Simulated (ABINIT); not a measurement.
**CsPbCl3 (Pm-3m): G0W0 in ABINIT against the screening cutoff in the self-energy**

How does the gap of CsPbCl3 (Pm-3m) converge in the screening cutoff in the self-energy?

Main program and level: ABINIT 10.8.3; PBE and many-body steps on it, plane waves.

## Step 1: Set-up

It takes space group Pm-3m (No. 221, cubic). Conventional cell: a = 5.605 Å, b = 5.605 Å, c = 5.605 Å, α = 90.00°, β = 90.00°, γ = 90.00°. Nearest to Cs lie 12 Cl at 3.96 Å. Nearest to Pb lie 6 Cl at 2.80 Å. Nearest to Cl lie 2 Pb at 2.80 Å and 4 Cs at 3.96 Å. Farther neighbours and most contacts between anions are not listed.

The cell and positions come from the Crystallography Open Database and are kept as given unless a step says otherwise. Spin-orbit coupling is left out unless a step names it.

## Step 2: Screening, 2×2×2 mesh, 547 bands, screening to 217.7 eV

This step: ABINIT 10.8.3; RPA screening on PBE, plane waves, norm-conserving pseudopotentials.

The RPA dielectric matrix is built and inverted for each q.

run.abi reads:

```
acell 3*1.0 Angstrom
rprim 
  5.605000000000 0.000000000000 0.000000000000
  0.000000000000 5.605000000000 0.000000000000
  0.000000000000 0.000000000000 5.605000000000
ntypat 3
znucl 55 82 17
natom 5
typat 1 2 3 3 3
xred 
  0.000000000000 0.000000000000 0.000000000000
  0.500000000000 0.500000000000 0.500000000000
  0.500000000000 0.500000000000 0.000000000000
  0.000000000000 0.500000000000 0.500000000000
  0.500000000000 0.000000000000 0.500000000000
pp_dirpath "pseudos"
pseudos "Cs.upf, Pb.upf, Cl.upf"
ecut 25
ngkpt 2 2 2
nshiftk 1
shiftk 0 0 0
kptopt 1
chksymbreak 0
istwfk *1
occopt 1
irdwfk 1
optdriver 3
nband 547
ecuteps 8
inclvkb 2
awtr 1
symchi 1
indata_prefix "in"
outdata_prefix "out"
tmpdata_prefix "tmp"
```

The run is started by

```sh
OMP_NUM_THREADS=1 mpirun -n 8 abinit run.abi > log
```

Output:

```text
.Version 10.8.3 of ABINIT. v10.8.2 released Aug 2026.

 Symmetries : space group Pm -3 m (#221); Bravais cP (primitive cubic)
[... echo of the input left out ...]
== DATASET  1 ==================================================================
-   mpi_nproc: 8, omp_nthreads: 1 (-1 if OMP is not activated)

--- !DatasetInfo
iteration_state: {dtset: 1, }
dimensions: {natom: 5, nkpt: 4, mband: 547, nsppol: 1, nspinor: 1, nspden: 1, mpw: 7123, }
cutoff_energies: {ecut:  25.0, pawecutdg:  -1.0, }
electrons: {nelect:   4.40000000E+01, charge:   0.00000000E+00, occopt:   1.00000000E+00, tsmear:   1.00000000E-02, }

 SCREENING: Calculation of the susceptibility and dielectric matrices

 Based on a program developped by R.W. Godby, V. Olevano, G. Onida, and L. Reining.
 Incorporated in ABINIT by V. Olevano, G.-M. Rignanese, and M. Torrent.
.Using double precision arithmetic ; gwpc =  8

[... cell and pseudopotentials left out ...]
--------------------------------------------------------------------------------

 ==== K-mesh for the wavefunctions ====
 Number of points in the irreducible wedge :     4
[... list of points left out ...]
 Together with 48 symmetry operations and time-reversal symmetry
 yields     8 points in the full Brillouin Zone.

 ==== Q-mesh for the screening function ====
 Number of points in the irreducible wedge :     4
[... list of points left out ...]
 Together with 48 symmetry operations and time-reversal symmetry
 yields     8 points in the full Brillouin Zone.

 setmesh: FFT mesh size selected  =    40x   40x   40
          total number of points  =        64000

 vcoul_init : cutoff-mode = AUXILIARY_FUNCTION
 q-points for optical limit:   1
     1)      0.000010    0.000020    0.000030

- screening: taking advantage of time-reversal symmetry
- Maximum band index for partially occupied states nbvw = 22
- Remaining bands to be divided among processors   nbcw = 525
- Number of bands treated by each node ~65

 Number of electrons calculated from density =   44.0000; Expected =   44.0000
 average of density, n =  0.037028
 r_s =    1.8612
 omega_plasma =   18.5618 [eV]

 calculating chi0 at frequencies [eV] :
  1    0.000000E+00    0.000000E+00
  2    0.000000E+00    1.856181E+01

--------------------------------------------------------------------------------
  q-point number  1        q = ( 0.000000, 0.000000, 0.000000) [r.l.u.]
--------------------------------------------------------------------------------
[... chi0 elements left out ...]
 For q-point:  0.000010 0.000020 0.000030
  dielectric constant =   7.2059
  dielectric constant without local fields =   8.2920

  Average fulfillment of the sum rule on Im[epsilon] for q-point    1 :    104.78  [%]
[... wings left out ...]
  q-point number  2        q = ( 0.500000, 0.000000, 0.000000) [r.l.u.]
--------------------------------------------------------------------------------
[... chi0 elements left out ...]
  Average fulfillment of the sum rule on Im[epsilon] for q-point    2 :    110.66  [%]

 [... 2 further q-points ...]
```

The job ended after 69 s (8 MPI ranks of AMD EPYC 9R45, shared host; peak memory 4.8 GiB).

Numbers from this step:

```yaml
eps_infinity_with_local_fields_on_this_mesh_along_the_program_s_q_direction: 7.206
the_same_without_local_fields: 8.292
plasma_frequency: 18.56 eV
plane_waves_in_the_screening_matrix: 1309
```

Local fields lower ε∞ by 13 %. On a Γ-centred mesh this coarse the value itself is usually too large, while a short band sum pulls it down.

## Step 3: 0.8 Ha

This step: G0W0 on PBE, plane waves, norm-conserving pseudopotentials.

run.abi: that of step 2 with these lines changed.

```diff
@@ -26,8 +26,17 @@
 irdwfk 1
-optdriver 3
+optdriver 4
 nband 547
-ecuteps 8
-inclvkb 2
-awtr 1
-symchi 1
+gwcalctyp 0
+ecutsigx 25
+symsigma 1
+nkptgw 2
+kptgw 
+  0.5000000000 0.5000000000 0.5000000000
+  0.0000000000 0.0000000000 0.0000000000
+bdgw 
+  19 25
+  20 25
+ecuteps 0.8
+irdscr 1
+ppmodel 1
 indata_prefix "in"
```

Output:

```text
.Version 10.8.3 of ABINIT. v10.8.2 released Aug 2026.

 Symmetries : space group Pm -3 m (#221); Bravais cP (primitive cubic)
[... echo of the input left out ...]
== DATASET  1 ==================================================================
-   mpi_nproc: 8, omp_nthreads: 1 (-1 if OMP is not activated)

--- !DatasetInfo
iteration_state: {dtset: 1, }
dimensions: {natom: 5, nkpt: 4, mband: 547, nsppol: 1, nspinor: 1, nspden: 1, mpw: 7123, }
cutoff_energies: {ecut:  25.0, pawecutdg:  -1.0, }
electrons: {nelect:   4.40000000E+01, charge:   0.00000000E+00, occopt:   1.00000000E+00, tsmear:   1.00000000E-02, }

 SIGMA: Calculation of the GW corrections

 Based on a program developped by R.W. Godby, V. Olevano, G. Onida, and L. Reining.
 Incorporated in ABINIT by V. Olevano, G.-M. Rignanese, and M. Torrent.
.Using double precision arithmetic ; gwpc =  8

[... cell and pseudopotentials left out ...]
--------------------------------------------------------------------------------

 ==== K-mesh for the wavefunctions ====
 Number of points in the irreducible wedge :     4
[... list of points left out ...]
 Together with 48 symmetry operations and time-reversal symmetry
 yields     8 points in the full Brillouin Zone.

 ==== Q-mesh for screening function ====
 Number of points in the irreducible wedge :     4
[... list of points left out ...]
 Together with 48 symmetry operations and time-reversal symmetry
 yields     8 points in the full Brillouin Zone.

 vcoul_init : cutoff-mode = AUXILIARY_FUNCTION
 q-points for optical limit:   1
     1)      0.000010    0.000020    0.000030
 setmesh: FFT mesh size selected  =    48x   48x   48
          total number of points  =       110592

 Number of electrons calculated from density =   44.0000; Expected =   44.0000
 average of density, n =  0.037028
 r_s =    1.8612
 omega_plasma =   18.5618 [eV]

 === KS Band Gaps ===
  >>>> For spin  1
   Minimum direct gap =   1.9335 [eV], located at k-point      :   0.5000  0.5000  0.5000
   Fundamental gap    =   1.9335 [eV], Top of valence bands at :   0.5000  0.5000  0.5000
                                       Bottom of conduction at :   0.5000  0.5000  0.5000
 SIGMA fundamental parameters:
 PLASMON POLE MODEL  1
 number of plane-waves for SigmaX                 7123
 number of plane-waves for SigmaC and W             33
 number of plane-waves for wavefunctions          7123
 number of bands                                   547
 number of independent spin polarizations            1
 number of spinorial components                      1
 number of k-points in IBZ                           4
 number of q-points in IBZ                           4
 number of symmetry operations                      48
 number of k-points in BZ                            8
 number of q-points in BZ                            8
 number of frequencies for dSigma/dE                 9
 frequency step for dSigma/dE [eV]                0.25
 number of omega for Sigma on real axis              0
 max omega for Sigma on real axis  [eV]           0.00
 zcut for avoiding poles [eV]                     0.10

 EPSILON^-1 parameters (SCR file):
 dimension of the eps^-1 matrix on file           1309
 dimension of the eps^-1 matrix used                33
 number of plane-waves for wavefunctions          7123
 number of bands                                   547
 number of q-points in IBZ                           4
 number of frequencies                               2
 number of real frequencies                          1
 number of imag frequencies                          1

 matrix elements of self-energy operator (all in [eV])

 Perturbative Calculation

--- !SelfEnergy_ee
iteration_state: {dtset: 1, }
kpoint     : [   0.500,    0.500,    0.500, ]
spin       : 1
KS_gap     :    1.933
QP_gap     :    2.814
Delta_QP_KS:    0.881
data: !SigmaeeData |
     Band     E0 <VxcDFT>   SigX SigC(E0)      Z dSigC/dE  Sig(E)    E-E0       E
       19  -0.178 -14.256 -18.504   2.918   0.817  -0.224 -15.343  -1.087  -1.265
       20  -0.178 -14.256 -18.504   2.918   0.817  -0.224 -15.343  -1.087  -1.265
       21  -0.178 -14.256 -18.504   2.918   0.817  -0.224 -15.343  -1.087  -1.265
       22   2.026 -15.396 -17.861   1.979   0.830  -0.204 -15.800  -0.404   1.622
       23   3.959  -9.887  -6.509  -2.807   0.835  -0.198  -9.410   0.477   4.436
       24   3.959  -9.887  -6.509  -2.807   0.835  -0.198  -9.410   0.477   4.436
[...]
--- !SelfEnergy_ee
iteration_state: {dtset: 1, }
kpoint     : [   0.000,    0.000,    0.000, ]
spin       : 1
KS_gap     :    5.875
QP_gap     :    7.261
Delta_QP_KS:    1.386
data: !SigmaeeData |
     Band     E0 <VxcDFT>   SigX SigC(E0)      Z dSigC/dE  Sig(E)    E-E0       E
[...]
23   5.379  -6.339  -2.683  -3.303   0.845  -0.183  -6.040   0.298   5.678
       24   6.319  -6.633  -2.877  -3.160   0.847  -0.180  -6.128   0.505   6.823
       25   6.319  -6.633  -2.877  -3.160   0.847  -0.180  -6.128   0.505   6.823

== END DATASET(S) ==============================================================
================================================================================

 -outvars: echo values of variables after computation  --------
           etotal      0.0000000000E+00
            nband         547
             nkpt           4
          spgroup         221
 [... the other variables as echoed above ...]

 Calculation completed.
```

It took 3.8 s on 8 MPI ranks; peak memory 1.8 GiB; 28 s of CPU time.

Numbers from this step:

```yaml
g0w0_gap_on_the_points_computed: 2.814 eV
starting_gap_on_the_mesh: 1.933 eV
k_of_the_valence_top: 0.5, 0.5, 0.5
k_of_the_conduction_bottom: 0.5, 0.5, 0.5
z_at_the_valence_top: 0.83
z_at_the_conduction_bottom: 0.835
least_direct_g0w0_gap_on_the_computed_points: 2.814 eV
```

## Step 4: 1.6 Ha

run.abi: that of step 3 with these lines changed.

```diff
@@ -38,3 +38,3 @@
   20 25
-ecuteps 0.8
+ecuteps 1.6
 irdscr 1
```

Output:

```text
.Version 10.8.3 of ABINIT. v10.8.2 released Aug 2026.

 Symmetries : space group Pm -3 m (#221); Bravais cP (primitive cubic)
[... echo of the input left out ...]
== DATASET  1 ==================================================================
-   mpi_nproc: 8, omp_nthreads: 1 (-1 if OMP is not activated)

--- !DatasetInfo
iteration_state: {dtset: 1, }
dimensions: {natom: 5, nkpt: 4, mband: 547, nsppol: 1, nspinor: 1, nspden: 1, mpw: 7123, }
cutoff_energies: {ecut:  25.0, pawecutdg:  -1.0, }
electrons: {nelect:   4.40000000E+01, charge:   0.00000000E+00, occopt:   1.00000000E+00, tsmear:   1.00000000E-02, }

 SIGMA: Calculation of the GW corrections

 Based on a program developped by R.W. Godby, V. Olevano, G. Onida, and L. Reining.
 Incorporated in ABINIT by V. Olevano, G.-M. Rignanese, and M. Torrent.
.Using double precision arithmetic ; gwpc =  8

[... cell and pseudopotentials left out ...]
--------------------------------------------------------------------------------

 ==== K-mesh for the wavefunctions ====
 Number of points in the irreducible wedge :     4
[... list of points left out ...]
 Together with 48 symmetry operations and time-reversal symmetry
 yields     8 points in the full Brillouin Zone.

 ==== Q-mesh for screening function ====
 Number of points in the irreducible wedge :     4
[... list of points left out ...]
 Together with 48 symmetry operations and time-reversal symmetry
 yields     8 points in the full Brillouin Zone.

 vcoul_init : cutoff-mode = AUXILIARY_FUNCTION
 q-points for optical limit:   1
     1)      0.000010    0.000020    0.000030
 setmesh: FFT mesh size selected  =    48x   48x   48
          total number of points  =       110592

 Number of electrons calculated from density =   44.0000; Expected =   44.0000
[...]
number of omega for Sigma on real axis              0
 max omega for Sigma on real axis  [eV]           0.00
 zcut for avoiding poles [eV]                     0.10

 EPSILON^-1 parameters (SCR file):
 dimension of the eps^-1 matrix on file           1309
 dimension of the eps^-1 matrix used               123
 number of plane-waves for wavefunctions          7123
 number of bands                                   547
 number of q-points in IBZ                           4
 number of frequencies                               2
 number of real frequencies                          1
 number of imag frequencies                          1

 matrix elements of self-energy operator (all in [eV])

 Perturbative Calculation

--- !SelfEnergy_ee
iteration_state: {dtset: 1, }
kpoint     : [   0.500,    0.500,    0.500, ]
spin       : 1
KS_gap     :    1.933
QP_gap     :    2.856
Delta_QP_KS:    0.922
data: !SigmaeeData |
     Band     E0 <VxcDFT>   SigX SigC(E0)      Z dSigC/dE  Sig(E)    E-E0       E
       19  -0.178 -14.256 -18.504   3.033   0.786  -0.272 -15.212  -0.956  -1.133
       20  -0.178 -14.256 -18.504   3.033   0.786  -0.272 -15.212  -0.956  -1.133
       21  -0.178 -14.256 -18.504   3.033   0.786  -0.272 -15.212  -0.956  -1.133
[...]
--- !SelfEnergy_ee
iteration_state: {dtset: 1, }
kpoint     : [   0.000,    0.000,    0.000, ]
spin       : 1
KS_gap     :    5.875
QP_gap     :    7.009
Delta_QP_KS:    1.134
data: !SigmaeeData |
     Band     E0 <VxcDFT>   SigX SigC(E0)      Z dSigC/dE  Sig(E)    E-E0       E
[...]
24   6.319  -6.633  -2.877  -3.284   0.843  -0.187  -6.236   0.397   6.716
       25   6.319  -6.633  -2.877  -3.284   0.843  -0.187  -6.236   0.397   6.716

== END DATASET(S) ==============================================================
================================================================================

 -outvars: echo values of variables after computation  --------
           etotal      0.0000000000E+00
            nband         547
             nkpt           4
          spgroup         221
 [... the other variables as echoed above ...]

 Calculation completed.
```

Run time: 5.1 s. Hardware: 8 MPI ranks; peak memory 1.8 GiB.

This step gave:

* G0W0 gap on the points computed: 2.856 eV
* starting gap on the mesh: 1.933 eV
* k of the valence top: 0.5, 0.5, 0.5
* k of the conduction bottom: 0.5, 0.5, 0.5
* Z at the valence top: 0.803
* Z at the conduction bottom: 0.822
* least direct G0W0 gap on the computed points: 2.856 eV

## Step 5: 2.8 Ha

The self-energy is evaluated for the states that the input lists, and the levels follow from it, in one-shot runs by the linearised quasiparticle equation.

run.abi: that of step 4 with these lines changed.

```diff
@@ -38,3 +38,3 @@
   20 25
-ecuteps 1.6
+ecuteps 2.8
 irdscr 1
```

Output:

```text
.Version 10.8.3 of ABINIT. v10.8.2 released Aug 2026.

 Symmetries : space group Pm -3 m (#221); Bravais cP (primitive cubic)
[... echo of the input left out ...]
== DATASET  1 ==================================================================
-   mpi_nproc: 8, omp_nthreads: 1 (-1 if OMP is not activated)

--- !DatasetInfo
iteration_state: {dtset: 1, }
dimensions: {natom: 5, nkpt: 4, mband: 547, nsppol: 1, nspinor: 1, nspden: 1, mpw: 7123, }
cutoff_energies: {ecut:  25.0, pawecutdg:  -1.0, }
[...]
Band     E0 <VxcDFT>   SigX SigC(E0)      Z dSigC/dE  Sig(E)    E-E0       E
[...]
24   6.319  -6.633  -2.877  -3.335   0.841  -0.189  -6.279   0.354   6.673
       25   6.319  -6.633  -2.877  -3.335   0.841  -0.189  -6.279   0.354   6.673

== END DATASET(S) ==============================================================
================================================================================

 -outvars: echo values of variables after computation  --------
           etotal      0.0000000000E+00
            nband         547
             nkpt           4
          spgroup         221
 [... the other variables as echoed above ...]

 Calculation completed.
```

Wall time 9.5 s (8 MPI ranks); peak memory 2.4 GiB.

Numbers from this step:

* G0W0 gap on the points computed: 3.049 eV
* starting gap on the mesh: 1.933 eV
* k of the valence top: 0.5, 0.5, 0.5
* k of the conduction bottom: 0.5, 0.5, 0.5
* least direct G0W0 gap on the computed points: 3.049 eV

The gap on the mesh goes from 1.93 eV to 3.05 eV, a correction of +1.12 eV.

(Continued in part 2 of 2.)

[Paths, hosts, dates, memory and timing lines, banners, echoed tables and standing remarks are left out of the program output.]

[Logs are printed without paths, hosts, clocks, repeated set-up lines and the standing remarks that a program may print on its own settings, such as how far it seeks lower states.]

[Runs of the session that timed out or met a known fault of the program may be left out.]

[Hosts, paths, dates, database ids (printed as entryN), source tags and the programs' standing remarks are cut or masked in the printed files.]

[G0W0 gaps are taken among the corrected bands and points alone; a level outside them can change the order at an edge.]

[Where Ansatz stands beside ABINIT at settings called matched, ABINIT's density can come from a denser mesh and the files from another edition; pairs whose starting gaps differed by over 0.03 eV were left out, so agreement reads better than it is.]
